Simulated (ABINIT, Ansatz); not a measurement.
# How the form of the self-energy moves the gap of LiNbO3 (R3c)

Wanted: the gap of LiNbO3 (R3c) under several approximations, with cost.

Main program and level: ABINIT 10.8.3; PBE and many-body steps on it, plane waves.

## Step 1: Set-up

Symmetry: R3c, No. 161, trigonal system. The conventional cell has a = 5.152 Å, b = 5.152 Å, c = 13.869 Å, α = 90.00°, β = 90.00°, γ = 120.00°. Nearest to Li lie 6 O at 2.07 to 2.24 Å. Nearest to Nb lie 6 O at 1.88 to 2.13 Å. Nearest to O lie 2 Nb at 1.88 to 2.13 Å and 2 Li at 2.07 to 2.24 Å. Farther neighbours and most contacts between anions are not listed.

The cell and positions come from the Crystallography Open Database and are kept as given unless a step says otherwise.

## Step 2: Empty states on the mesh, 4×4×4 mesh, 574 bands

This step: ABINIT 10.8.3; DFT, PBE, plane waves, norm-conserving pseudopotentials.

The sums over transitions need many empty states on a uniform mesh; this step solves for them.

File run.abi:

```
acell 3*1.0 Angstrom
rprim 
  2.575800000019 1.487138823389 4.623000000000
  -2.575800000018 1.487138823389 4.623000000000
  0.000000000000 -2.974277646779 4.623000000000
ntypat 3
znucl 3 41 8
natom 10
typat 1 1 2 2 3 3 3 3 3 3
xred 
  0.281500000000 0.281500000000 0.281500000000
  0.781500000000 0.781500000000 0.781500000000
  0.000055000000 0.000055000000 0.000055000000
  0.500055000000 0.500055000000 0.500055000000
  0.112310000000 0.358360000000 0.719590000000
  0.719590000000 0.112310000000 0.358360000000
  0.358360000000 0.719590000000 0.112310000000
  0.219590000000 0.858360000000 0.612310000000
  0.858360000000 0.612310000000 0.219590000000
  0.612310000000 0.219590000000 0.858360000000
pp_dirpath "pseudos"
pseudos "Li.upf, Nb.upf, O.upf"
ecut 37
ngkpt 4 4 4
nshiftk 1
shiftk 0 0 0
kptopt 1
chksymbreak 0
iscf -2
irdden 1
istwfk *1
nband 574
nbdbuf 52
tolwfr 1e-09
nstep 60
prtvol 0
indata_prefix "in"
outdata_prefix "out"
tmpdata_prefix "tmp"
```

On the command line:

```sh
> OMP_NUM_THREADS=1 mpirun -n 16 abinit run.abi > log
```

Numbers of over 12 decimals in the logs are rounded to 6 here.

What it wrote:

```text
.Version 10.8.3 of ABINIT. v10.8.2 released Aug 2026.

 Symmetries : space group R3 c (#161); Bravais hR (rhombohedral)
[... echo of the input left out ...]
== DATASET  1 ==================================================================
-   mpi_nproc: 16, omp_nthreads: 1 (-1 if OMP is not activated)
-    --> not optimal distribution: autoparal keyword recommended in input file <--

--- !DatasetInfo
iteration_state: {dtset: 1, }
dimensions: {natom: 10, nkpt: 13, mband: 574, nsppol: 1, nspinor: 1, nspden: 1, mpw: 7739, }
cutoff_energies: {ecut:  37.0, pawecutdg:  -1.0, }
[...]
5.95151    5.95152    5.95778    5.95837    5.95838    5.96983    5.96983    5.98198
   6.00577    6.00579    6.01795    6.02168    6.03419    6.04720    6.04738    6.06893
   6.06917    6.07003    6.08447    6.11077    6.13308    6.15288
 prteigrs : prtvol=0 or 1, do not print more k-points.

== END DATASET(S) ==============================================================
================================================================================

 -outvars: echo values of variables after computation  --------
            nband         574
             nkpt          13
          spgroup         161
 [... the other variables as echoed above ...]

 Calculation completed.
```

Elapsed: 7.6 min, on 16 MPI ranks of Arm Neoverse V2, shared host; peak memory 2.5 GiB; 2 h of CPU time.

This step gave:

```yaml
gap: 3.616 eV
k_of_the_valence_top: 0, 0, 0
k_of_the_conduction_bottom: 0.5, 0.25, 0
least_direct_gap: 3.618 eV
k_points_computed: 13
lowest_point_of_the_top_converged_band_above_the_valence_top: 149.6852 eV
```

On this mesh the gap is 3.616 eV.

The density comes from a self-consistent run that is not shown.

## Step 3: Screening, 4×4×4 mesh, 233 bands, screening to 141.5 eV

The RPA dielectric matrix is built and inverted for each q.

This step: RPA screening on PBE, plane waves, norm-conserving pseudopotentials.

run.abi: that of step 2 with these lines changed.

```diff
@@ -28,10 +28,11 @@
 chksymbreak 0
-iscf -2
-irdden 1
 istwfk *1
-nband 574
-nbdbuf 52
-tolwfr 1e-09
-nstep 60
-prtvol 0
+occopt 1
+irdwfk 1
+optdriver 3
+nband 233
+ecuteps 5.2
+inclvkb 2
+awtr 1
+symchi 1
 indata_prefix "in"
```

What it wrote:

```text
.Version 10.8.3 of ABINIT. v10.8.2 released Aug 2026.

 Symmetries : space group R3 c (#161); Bravais hR (rhombohedral)
[... echo of the input left out ...]
== DATASET  1 ==================================================================
-   mpi_nproc: 16, omp_nthreads: 1 (-1 if OMP is not activated)

--- !DatasetInfo
iteration_state: {dtset: 1, }
dimensions: {natom: 10, nkpt: 13, mband: 233, nsppol: 1, nspinor: 1, nspden: 1, mpw: 7739, }
cutoff_energies: {ecut:  37.0, pawecutdg:  -1.0, }
electrons: {nelect:   6.80000000E+01, charge:   0.00000000E+00, occopt:   1.00000000E+00, tsmear:   1.00000000E-02, }

 SCREENING: Calculation of the susceptibility and dielectric matrices

 Based on a program developped by R.W. Godby, V. Olevano, G. Onida, and L. Reining.
 Incorporated in ABINIT by V. Olevano, G.-M. Rignanese, and M. Torrent.
.Using double precision arithmetic ; gwpc =  8

[... cell and pseudopotentials left out ...]
--------------------------------------------------------------------------------

 ==== K-mesh for the wavefunctions ====
 Number of points in the irreducible wedge :    13
[... list of points left out ...]
 Together with  6 symmetry operations and time-reversal symmetry
 yields    64 points in the full Brillouin Zone.

 ==== Q-mesh for the screening function ====
 Number of points in the irreducible wedge :    13
[... list of points left out ...]
 Together with  6 symmetry operations and time-reversal symmetry
 yields    64 points in the full Brillouin Zone.

 setmesh: FFT mesh size selected  =    40x   40x   40
          total number of points  =        64000

 vcoul_init : cutoff-mode = AUXILIARY_FUNCTION
 q-points for optical limit:   1
     1)      0.000010    0.000020    0.000030

- screening: taking advantage of time-reversal symmetry
- Maximum band index for partially occupied states nbvw = 34
- Remaining bands to be divided among processors   nbcw = 199
- Number of bands treated by each node ~12

 Number of electrons calculated from density =   68.0000; Expected =   68.0000
 average of density, n =  0.094836
 r_s =    1.3603
 omega_plasma =   29.7059 [eV]

 calculating chi0 at frequencies [eV] :
  1    0.000000E+00    0.000000E+00
  2    0.000000E+00    2.970588E+01

--------------------------------------------------------------------------------
  q-point number  1        q = ( 0.000000, 0.000000, 0.000000) [r.l.u.]
--------------------------------------------------------------------------------
[... chi0 elements left out ...]
 For q-point:  0.000010 0.000020 0.000030
  dielectric constant =   5.0180
  dielectric constant without local fields =   5.6246

  Average fulfillment of the sum rule on Im[epsilon] for q-point    1 :     70.46  [%]
[... wings left out ...]
  q-point number  2        q = ( 0.250000, 0.000000, 0.000000) [r.l.u.]
--------------------------------------------------------------------------------
[... chi0 elements left out ...]
  Average fulfillment of the sum rule on Im[epsilon] for q-point    2 :     78.30  [%]

 [... 11 further q-points ...]
```

Run time: 6.6 min. Hardware: 16 MPI ranks; peak memory 13 GiB.

This step gave:

- ε∞ with local fields, on this mesh, along the program's q direction: 5.018
- the same without local fields: 5.625
- plasma frequency: 29.71 eV
- plane waves in the screening matrix: 405

Local fields lower ε∞ by 11 %.

## Step 4: G0W0, Godby-Needs plasmon pole

The self-energy is evaluated for the states that the input lists, and the levels follow from it, in one-shot runs by the linearised quasiparticle equation.

This step: G0W0 on PBE, plane waves, norm-conserving pseudopotentials.

run.abi: that of step 3 with these lines changed.

```diff
@@ -31,8 +31,17 @@
 irdwfk 1
-optdriver 3
+optdriver 4
 nband 233
+gwcalctyp 0
+ecutsigx 37
+symsigma 1
+nkptgw 2
+kptgw 
+  0.0000000000 0.0000000000 0.0000000000
+  0.5000000000 0.2500000000 0.0000000000
+bdgw 
+  33 36
+  33 36
 ecuteps 5.2
-inclvkb 2
-awtr 1
-symchi 1
+irdscr 1
+ppmodel 1
 indata_prefix "in"
```

What it wrote:

```text
.Version 10.8.3 of ABINIT. v10.8.2 released Aug 2026.

 Symmetries : space group R3 c (#161); Bravais hR (rhombohedral)
[... echo of the input left out ...]
== DATASET  1 ==================================================================
-   mpi_nproc: 16, omp_nthreads: 1 (-1 if OMP is not activated)

--- !DatasetInfo
iteration_state: {dtset: 1, }
dimensions: {natom: 10, nkpt: 13, mband: 233, nsppol: 1, nspinor: 1, nspden: 1, mpw: 7739, }
cutoff_energies: {ecut:  37.0, pawecutdg:  -1.0, }
electrons: {nelect:   6.80000000E+01, charge:   0.00000000E+00, occopt:   1.00000000E+00, tsmear:   1.00000000E-02, }

 SIGMA: Calculation of the GW corrections

 Based on a program developped by R.W. Godby, V. Olevano, G. Onida, and L. Reining.
 Incorporated in ABINIT by V. Olevano, G.-M. Rignanese, and M. Torrent.
.Using double precision arithmetic ; gwpc =  8

[... cell and pseudopotentials left out ...]
--------------------------------------------------------------------------------

 ==== K-mesh for the wavefunctions ====
 Number of points in the irreducible wedge :    13
[... list of points left out ...]
 Together with  6 symmetry operations and time-reversal symmetry
 yields    64 points in the full Brillouin Zone.

 ==== Q-mesh for screening function ====
 Number of points in the irreducible wedge :    13
[... list of points left out ...]
 Together with  6 symmetry operations and time-reversal symmetry
 yields    64 points in the full Brillouin Zone.

 vcoul_init : cutoff-mode = AUXILIARY_FUNCTION
 q-points for optical limit:   1
     1)      0.000010    0.000020    0.000030
 setmesh: FFT mesh size selected  =    60x   60x   60
          total number of points  =       216000

 Number of electrons calculated from density =   68.0000; Expected =   68.0000
 average of density, n =  0.094836
 r_s =    1.3603
 omega_plasma =   29.7059 [eV]

 === KS Band Gaps ===
  >>>> For spin  1
   Minimum direct gap =   3.6183 [eV], located at k-point      :   0.0000  0.0000  0.0000
   Fundamental gap    =   3.6160 [eV], Top of valence bands at :   0.0000  0.0000  0.0000
                                       Bottom of conduction at :   0.5000  0.2500  0.0000
 SIGMA fundamental parameters:
 PLASMON POLE MODEL  1
 number of plane-waves for SigmaX                 7739
 number of plane-waves for SigmaC and W            405
 number of plane-waves for wavefunctions          7739
 number of bands                                   233
 number of independent spin polarizations            1
 number of spinorial components                      1
 number of k-points in IBZ                          13
 number of q-points in IBZ                          13
 number of symmetry operations                       6
 number of k-points in BZ                           64
 number of q-points in BZ                           64
 number of frequencies for dSigma/dE                 9
 frequency step for dSigma/dE [eV]                0.25
 number of omega for Sigma on real axis              0
 max omega for Sigma on real axis  [eV]           0.00
 zcut for avoiding poles [eV]                     0.10

 EPSILON^-1 parameters (SCR file):
 dimension of the eps^-1 matrix on file            405
 dimension of the eps^-1 matrix used               405
 number of plane-waves for wavefunctions          7739
 number of bands                                   233
 number of q-points in IBZ                          13
 number of frequencies                               2
 number of real frequencies                          1
 number of imag frequencies                          1

 matrix elements of self-energy operator (all in [eV])

 Perturbative Calculation

--- !SelfEnergy_ee
iteration_state: {dtset: 1, }
kpoint     : [   0.000,    0.000,    0.000, ]
spin       : 1
KS_gap     :    3.618
QP_gap     :    5.093
Delta_QP_KS:    1.475
data: !SigmaeeData |
     Band     E0 <VxcDFT>   SigX SigC(E0)      Z dSigC/dE  Sig(E)    E-E0       E
       33   4.475 -19.865 -24.865   4.712   0.775  -0.291 -20.088  -0.223   4.253
       34   4.475 -19.865 -24.865   4.712   0.775  -0.291 -20.088  -0.223   4.253
       35   8.093 -17.114 -11.382  -4.189   0.811  -0.233 -15.862   1.253   9.346
       36   8.093 -17.114 -11.382  -4.189   0.811  -0.233 -15.862   1.253   9.346

--- !SelfEnergy_ee
iteration_state: {dtset: 1, }
kpoint     : [   0.500,    0.250,    0.000, ]
spin       : 1
KS_gap     :    3.727
QP_gap     :    5.225
Delta_QP_KS:    1.498
data: !SigmaeeData |
     Band     E0 <VxcDFT>   SigX SigC(E0)      Z dSigC/dE  Sig(E)    E-E0       E
       33   4.173 -19.692 -24.669   4.630   0.776  -0.289 -19.961  -0.269   3.904
       34   4.364 -19.756 -24.822   4.737   0.775  -0.290 -20.011  -0.255   4.109
       35   8.091 -17.056 -11.284  -4.242   0.812  -0.231 -15.813   1.243   9.334
       36   8.569 -17.473 -11.697  -4.163   0.807  -0.239 -16.171   1.302   9.870

== END DATASET(S) ==============================================================
================================================================================

 -outvars: echo values of variables after computation  --------
           etotal      0.0000000000E+00
            nband         233
             nkpt          13
          spgroup         161
 [... the other variables as echoed above ...]

 Calculation completed.
```

Run time: 44 s. Hardware: 16 MPI ranks; peak memory 7.1 GiB.

Numbers from this step:

- G0W0 gap on the points computed: 5.081 eV
- starting gap on the mesh: 3.616 eV
- k of the valence top: 0, 0, 0
- k of the conduction bottom: 0.5, 0.25, 0
- Z at the valence top: 0.775
- Z at the conduction bottom: 0.812
- least direct G0W0 gap on the computed points: 5.093 eV

The gap on the mesh goes from 3.62 eV to 5.08 eV, a correction of +1.47 eV.

## Step 5: G0W0, Engel-Farid plasmon pole

run.abi: that of step 4 with these lines changed.

```diff
@@ -45,3 +45,3 @@
 irdscr 1
-ppmodel 1
+ppmodel 4
 indata_prefix "in"
```

What it wrote:

```text
.Version 10.8.3 of ABINIT. v10.8.2 released Aug 2026.

 Symmetries : space group R3 c (#161); Bravais hR (rhombohedral)
[... echo of the input left out ...]
== DATASET  1 ==================================================================
-   mpi_nproc: 16, omp_nthreads: 1 (-1 if OMP is not activated)

--- !DatasetInfo
iteration_state: {dtset: 1, }
dimensions: {natom: 10, nkpt: 13, mband: 233, nsppol: 1, nspinor: 1, nspden: 1, mpw: 7739, }
cutoff_energies: {ecut:  37.0, pawecutdg:  -1.0, }
electrons: {nelect:   6.80000000E+01, charge:   0.00000000E+00, occopt:   1.00000000E+00, tsmear:   1.00000000E-02, }

 SIGMA: Calculation of the GW corrections

 Based on a program developped by R.W. Godby, V. Olevano, G. Onida, and L. Reining.
 Incorporated in ABINIT by V. Olevano, G.-M. Rignanese, and M. Torrent.
.Using double precision arithmetic ; gwpc =  8

[... cell and pseudopotentials left out ...]
--------------------------------------------------------------------------------

 ==== K-mesh for the wavefunctions ====
 Number of points in the irreducible wedge :    13
[... list of points left out ...]
 Together with  6 symmetry operations and time-reversal symmetry
 yields    64 points in the full Brillouin Zone.

 ==== Q-mesh for screening function ====
 Number of points in the irreducible wedge :    13
[... list of points left out ...]
 Together with  6 symmetry operations and time-reversal symmetry
 yields    64 points in the full Brillouin Zone.

 vcoul_init : cutoff-mode = AUXILIARY_FUNCTION
 q-points for optical limit:   1
     1)      0.000010    0.000020    0.000030
 setmesh: FFT mesh size selected  =    60x   60x   60
          total number of points  =       216000

 Number of electrons calculated from density =   68.0000; Expected =   68.0000
[...]
number of omega for Sigma on real axis              0
 max omega for Sigma on real axis  [eV]           0.00
 zcut for avoiding poles [eV]                     0.10

 EPSILON^-1 parameters (SCR file):
 dimension of the eps^-1 matrix on file            405
 dimension of the eps^-1 matrix used               405
 number of plane-waves for wavefunctions          7739
 number of bands                                   233
 number of q-points in IBZ                          13
 number of frequencies                               2
 number of real frequencies                          1
 number of imag frequencies                          1

 matrix elements of self-energy operator (all in [eV])

 Perturbative Calculation

--- !SelfEnergy_ee
iteration_state: {dtset: 1, }
kpoint     : [   0.000,    0.000,    0.000, ]
spin       : 1
KS_gap     :    3.618
QP_gap     :    5.155
Delta_QP_KS:    1.536
data: !SigmaeeData |
     Band     E0 <VxcDFT>   SigX SigC(E0)      Z dSigC/dE  Sig(E)    E-E0       E
       33   4.475 -19.865 -24.865   4.546   0.790  -0.266 -20.224  -0.359   4.117
       34   4.475 -19.865 -24.865   4.546   0.790  -0.266 -20.224  -0.359   4.117
       35   8.093 -17.114 -11.382  -4.304   0.825  -0.213 -15.937   1.178   9.271
[...]
--- !SelfEnergy_ee
iteration_state: {dtset: 1, }
kpoint     : [   0.500,    0.250,    0.000, ]
spin       : 1
KS_gap     :    3.727
QP_gap     :    5.287
Delta_QP_KS:    1.560
data: !SigmaeeData |
     Band     E0 <VxcDFT>   SigX SigC(E0)      Z dSigC/dE  Sig(E)    E-E0       E
[...]
35   8.091 -17.056 -11.284  -4.358   0.825  -0.212 -15.889   1.167   9.258
       36   8.569 -17.473 -11.697  -4.269   0.820  -0.219 -16.237   1.235   9.804

== END DATASET(S) ==============================================================
================================================================================

 -outvars: echo values of variables after computation  --------
           etotal      0.0000000000E+00
            nband         233
             nkpt          13
          spgroup         161
 [... the other variables as echoed above ...]

 Calculation completed.
```

Run time: 30 s. Hardware: 16 MPI ranks; peak memory 6.1 GiB; 7.9 min of CPU time.

Numbers from this step:

| Quantity | Value |
| --- | --- |
| G0W0 gap on the points computed | 5.141 eV |
| starting gap on the mesh | 3.616 eV |
| k of the valence top | 0, 0, 0 |
| k of the conduction bottom | 0.5, 0.25, 0 |
| Z at the valence top | 0.79 |
| Z at the conduction bottom | 0.825 |
| least direct G0W0 gap on the computed points | 5.154 eV |

Against G0W0 in ABINIT (4×4×4 mesh, 233 bands, screening to 141.5 eV, Godby-Needs plasmon pole), the gap moves by +0.060 eV.

## Step 6: G0W0, von der Linden-Horsch plasmon pole

run.abi: that of step 5 with these lines changed.

```diff
@@ -45,3 +45,3 @@
 irdscr 1
-ppmodel 4
+ppmodel 3
 indata_prefix "in"
```

What it wrote:

```text
.Version 10.8.3 of ABINIT. v10.8.2 released Aug 2026.

 Symmetries : space group R3 c (#161); Bravais hR (rhombohedral)
[... echo of the input left out ...]
== DATASET  1 ==================================================================
-   mpi_nproc: 16, omp_nthreads: 1 (-1 if OMP is not activated)

--- !DatasetInfo
iteration_state: {dtset: 1, }
dimensions: {natom: 10, nkpt: 13, mband: 233, nsppol: 1, nspinor: 1, nspden: 1, mpw: 7739, }
cutoff_energies: {ecut:  37.0, pawecutdg:  -1.0, }
[...]
Band     E0 <VxcDFT>   SigX SigC(E0)      Z dSigC/dE  Sig(E)    E-E0       E
[...]
35   8.091 -17.056 -11.284  -4.477   0.869  -0.151 -15.930   1.126   9.217
       36   8.569 -17.473 -11.697  -4.366   0.866  -0.155 -16.252   1.220   9.789

== END DATASET(S) ==============================================================
================================================================================

 -outvars: echo values of variables after computation  --------
           etotal      0.0000000000E+00
            nband         233
             nkpt          13
          spgroup         161
 [... the other variables as echoed above ...]

 Calculation completed.
```

Elapsed: 29 s, on 16 MPI ranks; peak memory 6.1 GiB; 7.8 min of CPU time.

This step gave:

| Quantity | Value |
| --- | --- |
| G0W0 gap on the points computed | 5.194 eV |
| starting gap on the mesh | 3.616 eV |
| k of the valence top | 0, 0, 0 |
| k of the conduction bottom | 0.5, 0.25, 0 |
| least direct G0W0 gap on the computed points | 5.212 eV |

Against G0W0 in ABINIT (4×4×4 mesh, 233 bands, screening to 141.5 eV, Godby-Needs plasmon pole), the gap moves by +0.113 eV.

(Part 1 of 2 ends here.)

[Paths, hosts, dates, memory and timing lines, banners, echoed tables and standing remarks are left out of the program output.]

[Logs are printed without paths, hosts, clocks, repeated set-up lines and the standing remarks that a program may print on its own settings, such as how far it seeks lower states.]

[Runs of the session that timed out or met a known fault of the program may be left out.]

[No measured gap is set beside runs whose start may be inverted or whose files or cutoffs have a known fault.]

[Hosts, paths, dates, database ids (printed as entryN), source tags and the programs' standing remarks are cut or masked in the printed files.]

[G0W0 gaps are taken among the corrected bands and points alone; a level outside them can change the order at an edge.]

[Where Ansatz stands beside ABINIT at settings called matched, ABINIT's density can come from a denser mesh and the files from another edition; pairs whose starting gaps differed by over 0.03 eV were left out, so agreement reads better than it is.]
